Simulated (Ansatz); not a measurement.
# SiO2 (P3_221): the dielectric response by several routes

Wanted: ε∞ of SiO2 (P3_221) from perturbation theory, a sum over states and the RPA step of G0W0, with cost.

Method: linear response on PBE, plane waves, PAW, in Ansatz 0.2.0.

This is a report of a sequence of runs, with most program output left out.

## (1) The starting structure

The structure is trigonal, space group P3_221 (No. 154). The conventional cell has a = 4.916 Å, b = 4.916 Å, c = 5.408 Å, α = 90.00°, β = 90.00°, γ = 120.00°. Nearest to Si lie 4 O at 1.61 Å. O has 2 Si at 1.61 Å nearest. Farther neighbours and most contacts between anions are not listed.

The cell and positions come from the Crystallography Open Database and are kept as given unless a step says otherwise.

## (2) Response to a homogeneous field

The response to a uniform field gives ε∞, a yardstick for the screening that GW builds on its mesh.

This step: dielectric response by perturbation theory, PBE, plane waves, PAW; PAW set soft_1.

The input, input.yaml:

```yaml
crystal:
  lattice:
    - [4.91636, 0.0, 0.0]
    - [-2.45818, 4.2576926541, 0.0]
    - [0.0, 0.0, 5.4084]
  atoms:
    - { symbol: Si, position: [0.46973, 0.0, 0.6666666667] }
    - { symbol: Si, position: [0.0, 0.46973, 0.3333333333] }
    - { symbol: Si, position: [0.53027, 0.53027, 0.0] }
    - { symbol: O, position: [0.41354, 0.26758, 0.78558] }
    - { symbol: O, position: [0.73242, 0.14596, 0.4522466667] }
    - { symbol: O, position: [0.85404, 0.58646, 0.1189133333] }
    - { symbol: O, position: [0.26758, 0.41354, 0.21442] }
    - { symbol: O, position: [0.14596, 0.73242, 0.5477533333] }
    - { symbol: O, position: [0.58646, 0.85404, 0.8810866667] }
kpoints:
  mp_grid: { grid: [6, 6, 4] }
hamiltonian:
  xc: pbe
  pseudopotentials: { kind: paw, azcp: { folder: soft_1 } }
scf:
  occupations: { method: fixed }
dielectric: {}
```

On the command line:

```
$ ansatz run input.yaml --threads 3 --pin off --max-ram 92160MiB --backend cuda --events-out ev --progress --plain --runs-dir out --devices 1 --max-vram 13GiB
```

Run time: 29 s. Hardware: 1 × NVIDIA H100 80GB HBM3 (shared by 6 runs) with 3 threads of AMD EPYC 7R13 (Zen 3), shared host; peak memory 1.7 GiB.

One over ε∞ averages 0.41, above the quarter of exact exchange in PBE0, which should therefore fall short.

High-frequency dielectric tensor:

```
2.45 0.00 0.00
0.00 2.45 0.00
0.00 0.00 2.49
```

Born effective charge (e), principal values of the symmetric part by kind of site:

```tsv
atom	atoms with these values	low	middle	high	mean
Si1	3	3.00	3.45	3.67	3.37
O4	6	-2.86	-1.17	-1.03	-1.69
```

In full for O4:

```
-1.32  0.52  0.34
 0.47 -2.02 -0.73
 0.28 -0.77 -1.73
```

## (3) Independent-particle spectrum

The independent-particle spectrum shows where the oscillator strength lies, before excitons and local fields.

This step: independent-particle optics on PBE, plane waves, PAW; PAW set soft_1.

Edit input.yaml of step 2 so:

```diff
@@ -22,2 +22,4 @@
   occupations: { method: fixed }
-dielectric: {}
+  n_extra_bands: 77
+output:
+  optics: { e_range: [0, 25], de: 0.1, sigma: 0.2 }
```

Wall time 31 s (1 × NVIDIA H100 80GB HBM3 (shared by 6 runs) with 3 threads); peak memory 1.6 GiB.

Numbers from this step:

* ε∞ without local fields (xx, yy, zz): 2.563, 2.563, 2.575
* electrons in the f-sum (xx, yy, zz): 33.86, 33.86, 34.01
* bands in the explicit sum (the static value is completed to all bands): 101

The sum gives ε∞ = 2.56 and 2.58 without local fields.

The ε₂ has structure finer than the step of the table below, so its rows give means over 1 eV, whole bins alone (the curve runs from 0 to 25 eV). Peaks (eV: height): xx=yy 10.3: 3.72, 15.3: 2.75; zz 9.8: 3.54, 11.9: 2.91, 14.6: 2.74, 15.7: 3.86.

Independent particles, no local fields, Gaussian width 0.2 eV. The ε₂ by photon energy; means over each step:

```tsv
photon energy (eV)	xx=yy	zz
5	0	0
6	4.6e-4	7.9e-5
7	0.0353	0.0296
8	0.572	0.601
9	1.46	1.83
10	3.20	3.12
11	2.92	2.50
12	2.51	2.55
13	2.32	2.37
14	2.30	2.19
15	2.63	2.64
16	2.45	3.03
17	2.17	2.02
18	1.95	1.76
19	1.43	1.60
20	1.19	1.48
21	1.05	0.907
22	0.802	0.741
23	0.640	0.620
24	0.582	0.549
```

Independent particles, no local fields, Gaussian width 0.2 eV. Table of loss function by photon energy; read off at these points:

```tsv
photon energy (eV)	xx=yy	zz
6.0	2.8e-6	0
7.0	0.00130	5.4e-4
8.0	0.0361	0.0363
9.0	0.0586	0.0560
10.0	0.123	0.187
11.0	0.250	0.224
12.0	0.227	0.250
13.0	0.310	0.294
14.0	0.292	0.267
15.0	0.312	0.302
16.0	0.370	0.309
17.0	0.443	0.493
18.0	0.493	0.591
19.0	0.689	0.647
20.0	0.796	0.646
21.0	0.929	1.08
22.0	1.20	1.32
23.0	1.39	1.47
23.3	1.45	1.54
23.4	1.41	1.55
24.0	1.32	1.40
25.0	1.24	1.47
```

Independent particles, no local fields, Gaussian width 0.2 eV. ε₁ against photon energy:

```tsv
photon energy (eV)	xx=yy	zz
0	2.53	2.54
1	2.54	2.55
2	2.57	2.58
3	2.62	2.64
4	2.71	2.72
5	2.83	2.85
6	3.04	3.06
7	3.43	3.47
8	4.01	4.09
9	4.55	4.93
10	3.97	2.57
11	1.77	2.18
12	2.17	1.84
13	1.48	1.44
14	1.65	1.86
15	1.31	1.56
16	0.770	-0.313
17	0.459	0.276
18	0.0439	0.138
19	-0.0394	0.0803
20	0.113	5.1e-4
21	-0.0164	-0.235
22	0.124	0.138
23	0.212	0.187
24	0.321	0.300
25	0.388	0.316
```

## (4) RPA screening from the G0W0 run

G0W0 replaces the xc potential by the self-energy, built once from these orbitals. Only a window of levels is corrected, while the sums run over the empty bands that the input names. This step takes PAW set soft_1 files.

This step: G0W0 on PBE, plane waves, PAW; PAW set soft_1.

Edit input.yaml of step 3 so:

```diff
@@ -22,4 +22,7 @@
   occupations: { method: fixed }
-  n_extra_bands: 77
-output:
-  optics: { e_range: [0, 25], de: 0.1, sigma: 0.2 }
+gw:
+  n_empty_bands: 620
+  ecut_chi: 180.0
+  qp_bands: [v3, c3]
+  qp_kpoints: band_edges
+  screening: { model: contour_deformation }
```

Wall time 1.8 min (1 × NVIDIA H100 80GB HBM3 (shared by 6 runs) with 3 threads); peak memory 3.3 GiB.

Numbers from this step:

- bands summed: 644
- RPA ε∞ on this mesh (eigenvalues): 2.334, 2.334, 2.366
- plane waves in the screening matrix: 635
- G0W0 gap on the mesh: 9.002 eV
- k of the valence top: 0.3333, 0.3333, 0
- k of the conduction bottom: 0, 0, 0
- starting gap on the mesh: 5.993 eV
- least direct G0W0 gap on the computed points: 9.371 eV

The gap on the mesh goes from 5.99 eV to 9.00 eV, a correction of +3.01 eV. Between the two edge states, bare exchange in place of the xc potential would open the gap by 10.50 eV, and correlation takes back 7.49 eV.

Mean over the mesh in bins of 0.25 1/Å. Table of static inverse dielectric function, diagonal by length of q+G:

```tsv
length of q+G (Å⁻¹)	static inverse dielectric function, diagonal
0.26	0.435
0.49	0.458
0.75	0.495
1.01	0.536
1.25	0.579
1.51	0.626
1.76	0.671
2.01	0.712
2.26	0.750
2.51	0.784
2.75	0.813
3.01	0.839
3.25	0.860
3.50	0.878
3.75	0.894
4.00	0.907
4.25	0.918
4.50	0.929
4.75	0.937
5.00	0.946
5.26	0.953
5.50	0.960
5.75	0.966
6.00	0.971
6.25	0.976
6.50	0.980
6.75	0.983
```

## (5) The values together

Times are wall times on 1 × NVIDIA H100 80GB HBM3 (shared by 6 runs) with 3 threads of AMD EPYC 7R13 (Zen 3), shared host, good to a factor of about two.

```tsv
method	mesh	ε∞, low	middle	high	mean	time
perturbation theory (local fields and xc kernel)	6×6×4	2.45	2.45	2.49	2.46	29 s
sum over states (no local fields)	6×6×4	2.56	2.56	2.58	2.57	31 s
RPA with local fields, on the GW mesh	6×6×4	2.33	2.33	2.37	2.34	1.8 min
```

## (6) Outcome

```
perturbation theory (local fields and xc kernel) : 2.45, 2.45, 2.49
sum over states (no local fields)                : 2.56, 2.56, 2.58
RPA with local fields, on the GW mesh            : 2.33, 2.33, 2.37
```

What this shows: Mean Born effective charge: Si1 3.37, O4 -1.69 e. The most distinct maxima of the ε₂ (xx=yy) lie at 10.3 and 15.3 eV, the highest at 10.3 eV. The loss function (xx=yy) has its highest peak at 23.3 eV. The sum without local fields gives 2.57 in the mean against 2.46 by perturbation theory; local fields lower ε∞ and the xc kernel gives part of it back, though the sum also carries the error of its own mesh. The RPA values on the 6×6×4 mesh average 0.95 times those of perturbation theory (means 2.34 and 2.46). Without the xc kernel RPA should lie a little lower, as the mean does. PBE usually puts the gap too low, which tends to raise ε∞. Ions are clamped, so the lattice part of the static constant is not in these numbers.

[Paths, hosts, dates, memory and timing lines, banners, echoed tables and standing remarks are left out of the program output.]

[Logs are printed without paths, hosts, clocks, repeated set-up lines and the standing remarks that a program may print on its own settings, such as how far it seeks lower states.]

[Runs of the session that timed out or met a known fault of the program may be left out.]

[Cells called generated may have been cut or substituted from an entry of the Crystallography Open Database or the Materials Project.]

[Hosts, paths, dates, database ids (printed as entryN), source tags and the programs' standing remarks are cut or masked in the printed files.]
